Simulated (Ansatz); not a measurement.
# Electron scattering at the Σ11 (113) boundary in fcc Ir, starting shift (0.5, 0.5)

Aim: the relaxed structure and the specific resistance of the Σ11 (113) boundary in fcc Ir, starting shift (0.5, 0.5).

Calculated with Ansatz 0.2.0; Ansatz plane-wave DFT, PBE, PAW files; relaxation of a bicrystal slab with its lowest layers held; PAW set soft_1, in the first sound run; inputs show where later runs differ.

## (1) Set-up

The cell holds 16 atoms: 16 Ir. Its edges and angles: a = 2.715 Å, b = 4.702 Å, c = 29.522 Å, α = 90.0°, β = 90.0°, γ = 73.2°. It derives from Ir. built on the (1 1 3) plane; 2 overlapping atoms removed and the grains opened by 0 Å. Vacuum lies along c.

## (2) Relaxing the bicrystal

The boundary is built by mirroring the lower grain in the boundary plane and removing any atoms that overlap. A thin bicrystal slab is relaxed first, with the lowest layers held and the upper grain free to shift and open.

File input.yaml:

```yaml
crystal:
  lattice:
    - [2.7148657757, 0.0, 0.0]
    - [1.3574328878, 4.5020955671, 0.0]
    - [0.0, 0.0, 29.5219625024]
  atoms:
    - { symbol: Ir, position: [0.909090909, 0.1818181819, 0.1693654343] }
    - { symbol: Ir, position: [0.6363636363, 0.7272727273, 0.2085776871] }
    - { symbol: Ir, position: [0.3636363636, 0.2727272728, 0.2477899399] }
    - { symbol: Ir, position: [0.0909090908, 0.8181818182, 0.2870021926] }
    - { symbol: Ir, position: [0.8181818181, 0.3636363637, 0.3262144454] }
    - { symbol: Ir, position: [0.5454545454, 0.9090909091, 0.3654266982] }
    - { symbol: Ir, position: [0.2727272727, 0.4545454546, 0.404638951] }
    - { symbol: Ir, position: [0.0, 0.0, 0.4438512038] }
    - { symbol: Ir, position: [0.0454545454, 0.4090909091, 0.5222757094] }
    - { symbol: Ir, position: [0.3181818181, 0.8636363637, 0.5614879621] }
    - { symbol: Ir, position: [0.5909090908, 0.3181818182, 0.6007002149] }
    - { symbol: Ir, position: [0.8636363636, 0.7727272728, 0.6399124677] }
    - { symbol: Ir, position: [0.1363636363, 0.2272727273, 0.6791247205] }
    - { symbol: Ir, position: [0.409090909, 0.6818181819, 0.7183369733] }
    - { symbol: Ir, position: [0.6818181817, 0.1363636364, 0.7575492261] }
    - { symbol: Ir, position: [0.9545454544, 0.590909091, 0.7967614789] }
kpoints:
  mp_grid: { grid: [9, 9, 1] }
hamiltonian:
  xc: pbe
  pseudopotentials: { kind: paw, azcp: { folder: soft_1 } }
scf:
  occupations: { method: fermi_dirac, width: 0.1 }
relax:
  f_tol: 0.03
  max_steps: 80
  constraints: [{ sites: [0, 1, 2] }]
```

On the command line:

```bash
$ ansatz run input.yaml --threads 8 --pin off --max-ram 15360MiB --backend cpu --events-out ev --progress --plain --runs-dir out
```

Numbers of over 12 decimals in the logs are rounded to 6 here.

The log of the run:

```text
Engine: ansatz 0.2.0, aarch64-unknown-linux-gnu
Pseudopotentials: kind: paw
Pseudopotential: Ir, paw, valence charge 17, recommended cutoff 420 eV (normal), soft_1/Ir.paw.azcp
Functional definition: PBE
  parameter kappa = 0.804
  parameter beta = 0.066725
  exchange = pbe_x(kappa = kappa, mu = beta*pi^2/3)
  correlation = pbe_c(beta = beta)
Crystal: 16 atoms, lattice volume = 360.835 Å³
Basis set: ecut = 420 eV, 7105 PW (Γ), exchange–correlation on 40×64×400 points (8 copies of the dense FFT grid, shifted against one another)
Bands: 164, of which v1, the nominal top of the filled ones, is band 136 counted from 1 (135 counted from 0)
Symmetry: 1 space group operations
Space group: P1 (ITA 1), of the structure as read, at distance tolerance 7.1e-5 Å
k-points: 41 of 81 (time reversal used)
Non-local potential: Ir, projectors of the file, l = 0: 3, l = 1: 2, l = 2: 2, l = 3: 1
PAW form: soft (Blöchl's): semilocal exchange-correlation on the pseudo side does not see the compensation charge
PAW one-centre angular grid: Ir, 590 points (default); XC on 64 Gauss nodes
Initial density: superposition of atomic densities (neutral atoms: chi_scale 0, normalization atom)
Initial wavefunctions: pseudopotential atomic-orbital guess
Functional: x = pbe(κ = 0.804, μ = 0.219515), c = pbe(β = 0.066725)
iter 1 solved again at ethr=2.35e-3 eV; its pass at ethr=3.10e-3 eV (dr2=6.40e0 eV) is discarded
SCF iter   1: F=—  HF=-190984.084605 eV  |F-HF|=—  |Δ(HF+E_count)|=         —  Δρ=3.85e-2  dr2=6.41e0  ethr=2.35e-3  ⟨swp⟩=2.0  Hψ=35044  notcnv=0
preconditioner: auto → LDOS  [metal: Δε(μ)=0.003 eV  Ē_g=6.394 eV  σ=0.100 eV  W_gap=0.01  n_scr=102 (ndim 8)  ℏωp=23.5 eV  f_vac=0.287  D(μ)=18.63/eV (n_scr^D=168)  β→1.0]
SCF iter   2: F=—  HF=-190984.033201 eV  |F-HF|=—  |Δ(HF+E_count)|=   5.14e-2  Δρ=3.16e-2  dr2=5.54e0  ethr=2.35e-3  ⟨swp⟩=3.6  Hψ=19118  notcnv=0  defer=114
SCF iter   3: F=—  HF=-190982.401478 eV  |F-HF|=—  |Δ(HF+E_count)|=    1.63e0  Δρ=4.25e-3  dr2=1.48e-1  ethr=2.04e-3  ⟨swp⟩=3.6  Hψ=15716  notcnv=0  defer=188
SCF iter   4: F=—  HF=-190982.388364 eV  |F-HF|=—  |Δ(HF+E_count)|=   1.31e-2  Δρ=2.20e-3  dr2=2.74e-2  ethr=5.44e-5  ⟨swp⟩=2.4  Hψ=13630  notcnv=0  defer=189
SCF iter   5: F=—  HF=-190982.382641 eV  |F-HF|=—  |Δ(HF+E_count)|=   5.72e-3  Δρ=7.08e-4  dr2=6.27e-3  ethr=1.01e-5  ⟨swp⟩=3.2  Hψ=14182  notcnv=0  defer=189
SCF iter   6: F=—  HF=-190982.382596 eV  |F-HF|=—  |Δ(HF+E_count)|=   4.41e-5  Δρ=3.10e-4  dr2=9.47e-4  ethr=2.30e-6  ⟨swp⟩=2.2  Hψ=10049  notcnv=0  defer=189
SCF iter   7: F=—  HF=-190982.382535 eV  |F-HF|=—  |Δ(HF+E_count)|=   6.09e-5  Δρ=1.24e-4  dr2=1.18e-4  ethr=3.48e-7  ⟨swp⟩=2.1  Hψ=9920  notcnv=0  defer=189
SCF iter   8: F=-190982.382509 eV  HF=-190982.382519 eV  |F-HF|=1.05e-5  |Δ(HF+E_count)|=   1.62e-5  Δρ=5.98e-5  dr2=1.98e-5  ethr=8.27e-9  ⟨swp⟩=3.6  Hψ=28781  notcnv=0
SCF 1 converged in 8 iterations: F = -190982.382509 eV  dr2 = 1.98e-5
  greatest PAW one-centre occupation: 1.000 electrons in one spin orbital (limit 2), on the Ir atom at site 5 (counted from 0), in its partial waves of l = 0
relax step   1: F+E_penalty+E_count = -190982.38250880 eV  Δ(F+E_penalty+E_count) = +0.000e0 eV  max|allowed force component| = 1.083e0 eV/Å  Δτ_max = 0.0000 Å  (8 SCF iters, dr2 threshold 2.25e-5 eV, accepted)
Initial density: handed on by an earlier stage of this run
Initial wavefunctions: those handed on with the density
iter 1 solved again at ethr=1.55e-3 eV; its pass at ethr=3.10e-3 eV (dr2=4.21e0 eV) is discarded
SCF iter   1: F=—  HF=-190983.141577 eV  |F-HF|=—  |Δ(HF+E_count)|=         —  Δρ=1.47e-2  dr2=4.20e0  ethr=1.55e-3  ⟨swp⟩=1.0  Hψ=26034  notcnv=0  defer=109
preconditioner: auto → LDOS  [metal: Δε(μ)=0.002 eV  Ē_g=6.178 eV  σ=0.100 eV  W_gap=0.01  n_scr=102 (ndim 8)  ℏωp=23.5 eV  f_vac=0.292  D(μ)=19.61/eV (n_scr^D=196)  β→1.0]
SCF iter   2: F=—  HF=-190983.088745 eV  |F-HF|=—  |Δ(HF+E_count)|=   5.28e-2  Δρ=4.37e-3  dr2=1.03e-1  ethr=1.55e-3  ⟨swp⟩=2.0  Hψ=7076  notcnv=0  defer=109
SCF iter   3: F=—  HF=-190983.071517 eV  |F-HF|=—  |Δ(HF+E_count)|=   1.72e-2  Δρ=2.28e-3  dr2=4.65e-2  ethr=3.80e-5  ⟨swp⟩=3.0  Hψ=13364  notcnv=0  defer=137
SCF iter   4: F=—  HF=-190983.059349 eV  |F-HF|=—  |Δ(HF+E_count)|=   1.22e-2  Δρ=4.02e-4  dr2=1.31e-3  ethr=1.71e-5  ⟨swp⟩=2.4  Hψ=11000  notcnv=0  defer=173
SCF iter   5: F=—  HF=-190983.059195 eV  |F-HF|=—  |Δ(HF+E_count)|=   1.54e-4  Δρ=1.56e-4  dr2=1.49e-4  ethr=4.81e-7  ⟨swp⟩=2.9  Hψ=11872  notcnv=0  defer=174
SCF iter   6: F=-190983.059191 eV  HF=-190983.059212 eV  |F-HF|=2.04e-5  |Δ(HF+E_count)|=   1.67e-5  Δρ=6.29e-5  dr2=3.25e-5  ethr=2.70e-8  ⟨swp⟩=3.0  Hψ=25625  notcnv=0
SCF 2 converged in 6 iterations: F = -190983.059191 eV  dr2 = 3.25e-5
  greatest PAW one-centre occupation: 1.000 electrons in one spin orbital (limit 2), on the Ir atom at site 13 (counted from 0), in its partial waves of l = 0
relax step   2: F+E_penalty+E_count = -190983.05919113 eV  Δ(F+E_penalty+E_count) = -6.767e-1 eV  max|allowed force component| = 8.984e-1 eV/Å  Δτ_max = 0.1949 Å  (6 SCF iters, dr2 threshold 7.34e-5 eV, accepted)
iter 1 solved again at ethr=1.39e-3 eV; its pass at ethr=3.10e-3 eV (dr2=3.77e0 eV) is discarded
SCF iter   1: F=—  HF=-190983.601247 eV  |F-HF|=—  |Δ(HF+E_count)|=         —  Δρ=1.57e-2  dr2=3.74e0  ethr=1.39e-3  ⟨swp⟩=1.6  Hψ=24756  notcnv=0  defer=133
preconditioner: auto → LDOS  [metal: Δε(μ)=0.010 eV  Ē_g=6.203 eV  σ=0.100 eV  W_gap=0.02  n_scr=102 (ndim 8)  ℏωp=23.5 eV  f_vac=0.298  D(μ)=19.59/eV (n_scr^D=196)  β→1.0]
SCF iter   2: F=—  HF=-190983.544491 eV  |F-HF|=—  |Δ(HF+E_count)|=   5.68e-2  Δρ=3.52e-3  dr2=9.01e-2  ethr=1.37e-3  ⟨swp⟩=2.0  Hψ=9728  notcnv=0  defer=133
SCF iter   3: F=—  HF=-190983.538404 eV  |F-HF|=—  |Δ(HF+E_count)|=   6.09e-3  Δρ=2.24e-3  dr2=4.39e-2  ethr=3.31e-5  ⟨swp⟩=2.5  Hψ=12072  notcnv=0  defer=150
SCF iter   4: F=—  HF=-190983.528535 eV  |F-HF|=—  |Δ(HF+E_count)|=   9.87e-3  Δρ=6.39e-4  dr2=2.85e-3  ethr=1.61e-5  ⟨swp⟩=2.0  Hψ=9841  notcnv=0  defer=176
SCF iter   5: F=—  HF=-190983.527960 eV  |F-HF|=—  |Δ(HF+E_count)|=   5.75e-4  Δρ=1.41e-4  dr2=2.82e-4  ethr=1.05e-6  ⟨swp⟩=2.3  Hψ=12111  notcnv=0  defer=176
SCF iter   6: F=-190983.527934 eV  HF=-190983.527949 eV  |F-HF|=1.53e-5  |Δ(HF+E_count)|=   1.16e-5  Δρ=5.62e-5  dr2=2.49e-5  ethr=1.85e-8  ⟨swp⟩=3.7  Hψ=27762  notcnv=0
SCF 3 converged in 6 iterations: F = -190983.527934 eV  dr2 = 2.49e-5
relax step   3: F+E_penalty+E_count = -190983.52793358 eV  Δ(F+E_penalty+E_count) = -4.687e-1 eV  max|allowed force component| = 5.151e-1 eV/Å  Δτ_max = 0.1946 Å  (6 SCF iters, dr2 threshold 5.04e-5 eV, accepted)
[... from here on, the SCF cycles and remarks between the steps are left out ...]
relax step   4: F+E_penalty+E_count = -190983.90289482 eV  Δ(F+E_penalty+E_count) = -3.750e-1 eV  max|allowed force component| = 3.204e-1 eV/Å  Δτ_max = 0.1949 Å  (6 SCF iters, dr2 threshold 8.72e-5 eV, accepted)
relax step   5: F+E_penalty+E_count = -190984.20627241 eV  Δ(F+E_penalty+E_count) = -3.034e-1 eV  max|allowed force component| = 3.093e-1 eV/Å  Δτ_max = 0.1970 Å  (7 SCF iters, dr2 threshold 3.37e-5 eV, accepted)
relax step   6: F+E_penalty+E_count = -190984.42957416 eV  Δ(F+E_penalty+E_count) = -2.233e-1 eV  max|allowed force component| = 1.618e-1 eV/Å  Δτ_max = 0.1902 Å  (6 SCF iters, dr2 threshold 3.70e-5 eV, accepted)
relax step   7: F+E_penalty+E_count = -190984.54852907 eV  Δ(F+E_penalty+E_count) = -1.190e-1 eV  max|allowed force component| = 8.711e-2 eV/Å  Δτ_max = 0.2000 Å  (7 SCF iters, dr2 threshold 7.16e-6 eV, accepted)
relax step   8: F+E_penalty+E_count = -190984.61263552 eV  Δ(F+E_penalty+E_count) = -6.411e-2 eV  max|allowed force component| = 5.070e-2 eV/Å  Δτ_max = 0.2000 Å  (7 SCF iters, dr2 threshold 2.08e-6 eV, accepted)
relax step   9: F+E_penalty+E_count = -190984.62980044 eV  Δ(F+E_penalty+E_count) = -1.716e-2 eV  max|allowed force component| = 5.232e-2 eV/Å  Δτ_max = 0.1932 Å  (8 SCF iters, accepted)
relax step  10: F+E_penalty+E_count = -190984.63062358 eV  Δ(F+E_penalty+E_count) = -8.231e-4 eV  max|allowed force component| = 3.447e-2 eV/Å  Δτ_max = 0.0198 Å  (5 SCF iters, dr2 threshold 9.27e-7 eV, accepted)
SCF iter   1: F=—  HF=-190984.631281 eV  |F-HF|=—  |Δ(HF+E_count)|=         —  Δρ=7.02e-4  dr2=4.83e-3  ethr=2.98e-6  ⟨swp⟩=3.0  Hψ=14310  notcnv=0  defer=200
preconditioner: auto → LDOS  [metal: Δε(μ)=0.003 eV  Ē_g=6.477 eV  σ=0.100 eV  W_gap=0.01  n_scr=102 (ndim 8)  ℏωp=23.5 eV  f_vac=0.321  D(μ)=18.18/eV (n_scr^D=168)  β→1.0]
SCF iter   2: F=—  HF=-190984.631227 eV  |F-HF|=—  |Δ(HF+E_count)|=   5.45e-5  Δρ=1.35e-4  dr2=1.15e-4  ethr=1.77e-6  ⟨swp⟩=1.1  Hψ=7820  notcnv=0  defer=200
SCF iter   3: F=—  HF=-190984.631216 eV  |F-HF|=—  |Δ(HF+E_count)|=   1.11e-5  Δρ=6.95e-5  dr2=4.10e-5  ethr=4.21e-8  ⟨swp⟩=2.9  Hψ=12913  notcnv=0  defer=200
SCF iter   4: F=—  HF=-190984.631050 eV  |F-HF|=—  |Δ(HF+E_count)|=   1.65e-4  Δρ=2.11e-5  dr2=4.27e-6  ethr=1.51e-8  ⟨swp⟩=2.5  Hψ=11347  notcnv=0  defer=200
SCF iter   5: F=—  HF=-190984.631050 eV  |F-HF|=—  |Δ(HF+E_count)|=   8.65e-7  Δρ=6.64e-6  dr2=2.29e-7  ethr=1.57e-9  ⟨swp⟩=2.6  Hψ=10725  notcnv=0  defer=200
SCF iter   6: F=-190984.631050 eV  HF=-190984.631050 eV  |F-HF|=3.91e-8  |Δ(HF+E_count)|=   3.91e-8  Δρ=2.46e-6  dr2=5.22e-8  ethr=3.68e-11  ⟨swp⟩=5.1  Hψ=24685  notcnv=0
SCF 11 converged in 6 iterations: F = -190984.631050 eV  dr2 = 5.22e-8
relax step  11: F+E_penalty+E_count = -190984.63104962 eV  Δ(F+E_penalty+E_count) = -4.260e-4 eV  max|allowed force component| = 5.676e-3 eV/Å  Δτ_max = 0.0099 Å  (6 SCF iters, accepted)
SCF converged after 6 iterations
Free energy (F): -190984.631050 eV
Harris-Foulkes:  -190984.631050 eV  (|F-HF|=3.91e-8)
Internal energy: -190984.031604 eV  (E = F + TS)
E sigma→0 (E₀):  -190984.331327 eV
Entropy (-TS):   -0.599446 eV (-37.465 meV/atom)
Fermi energy:    14.158776 eV
--- Per-component energies (eV) ---
  E_band       = -4413.336400
  E_kinetic    = 8629.224176
  E_local      = -367028.541237  (includes V_loc(G=0)·N_el)
  E_nonlocal   = 3040.025797
  E_hartree    = 179766.264397
  E_xc         = -3677.197123
  E_vxc        = -4097.812326  (∫ρ·V_xc dr)
  E_paw        = -148242.660446  (= ΣΔE_a)
  E_vpaw       = -4488.785720  (= ΣTr[D̂ρ^β])
  E_aug_tail   = 0.005638  (compensation charges beyond the density's cutoff)
  E_ewald      = 136528.847195
  E_smearing   = -0.599446  (= −TS)
  E_closure    = -0.000000  (closes the sum)
  Σ components = -190984.631050   (vs F -190984.631050, Δ=0.00e0)
--- Forces (eV/Å), atoms counted from 1 ---
  atom   1  Ir     0.00023569    -0.21171403     1.11526584
  atom   2  Ir     0.00050691     0.08135820    -0.64380212
  atom   3  Ir     0.00102518     0.13301152    -0.47234615
  atom   4  Ir     0.00044518    -0.00269496     0.00228509
  atom   5  Ir     0.00061386    -0.00209813     0.00009971
  atom   6  Ir     0.00020867     0.00397279    -0.00512264
  atom   7  Ir    -0.00197235     0.00215931     0.00238175
  atom   8  Ir     0.00141832    -0.00422249    -0.00066471
  atom   9  Ir    -0.00182441     0.00076210    -0.00090540
  atom  10  Ir    -0.00056450     0.00567596     0.00511879
  atom  11  Ir     0.00093912    -0.00052416     0.00060275
  atom  12  Ir     0.00047731    -0.00202838    -0.00011903
  atom  13  Ir    -0.00041425    -0.00115260    -0.00025941
  atom  14  Ir    -0.00061130     0.00215922     0.00237169
  atom  15  Ir    -0.00029727    -0.00467441    -0.00063528
  atom  16  Ir    -0.00018357     0.00001854    -0.00420830
  max |Σ_I F_I| component: 6.26e-5 eV/Å
--- Relaxed structure (11 steps of the walk, 11 accepted, 0 SCFs on fresh bases) ---
  F+E_penalty+E_count = -190984.63104962 eV   max|allowed force component| = 5.676e-3 eV/Å
  atoms:
    - { symbol: Ir, position: [0.909090909, 0.1818181819, 0.1693654343] }
    - { symbol: Ir, position: [0.6363636363, 0.7272727273, 0.2085776871] }
    - { symbol: Ir, position: [0.363636, 0.2727272728, 0.2477899399] }
    - { symbol: Ir, position: [0.091369, 0.817401, 0.287784] }
    - { symbol: Ir, position: [0.819940, 0.360332, 0.326335] }
    - { symbol: Ir, position: [0.548684, 0.902981, 0.367623] }
    - { symbol: Ir, position: [0.275787, 0.448957, 0.404337] }
    - { symbol: Ir, position: [0.000996096, -0.00137624, 0.448238] }
    - { symbol: Ir, position: [0.276060, 0.448977, 0.492804] }
    - { symbol: Ir, position: [0.549014, 0.903014, 0.528636] }
    - { symbol: Ir, position: [0.820877, 0.359295, 0.570506] }
    - { symbol: Ir, position: [1.092431, 0.816231, 0.609588] }
    - { symbol: Ir, position: [0.364976, 0.271256, 0.649398] }
    - { symbol: Ir, position: [0.635022, 0.731198, 0.687567] }
    - { symbol: Ir, position: [0.913521, 0.174241, 0.731608] }
    - { symbol: Ir, position: [1.187732, 0.625814, 0.762681] }
```

Wall time 7.4 min (8 threads of Arm Neoverse V1, shared host); peak memory 3.3 GiB.

Step by step:

```csv
step,energy less that of the first step (eV),largest force component (eV/Å)
1,0.0000,1.0834
2,-0.6767,0.8984
3,-1.1454,0.5151
4,-1.5204,0.3204
5,-1.8238,0.3093
6,-2.0471,0.1618
7,-2.1660,0.0871
8,-2.2301,0.0507
9,-2.2473,0.0523
10,-2.2481,0.0345
11,-2.2485,0.0057
```

The atoms that moved most (Å):

```csv
atom,dx,dy,dz,length
Ir16,0.680,0.157,-1.006,1.225
Ir10,0.680,0.177,-0.970,1.198
Ir14,0.680,0.222,-0.908,1.157
Ir12,0.680,0.196,-0.895,1.141
Ir11,0.680,0.185,-0.891,1.136
Ir13,0.680,0.198,-0.878,1.128
Ir9,0.680,0.180,-0.870,1.119
Ir15,0.680,0.171,-0.766,1.039
```

This step gave:

```
free energy             : -190984.6310 eV
energy at zero smearing : -190984.3313 eV
Fermi energy            : 14.16 eV
```

The largest force component on a free atom ends at 0.0057 eV/Å, under the tolerance of 0.03, after 11 steps.

(Continued in part 2 of 3.)

[Logs are printed without paths, hosts, clocks, repeated set-up lines and the standing remarks that a program may print on its own settings, such as how far it seeks lower states.]

[Hosts, paths, dates, database ids (printed as entryN), source tags and the programs' standing remarks are cut or masked in the printed files.]
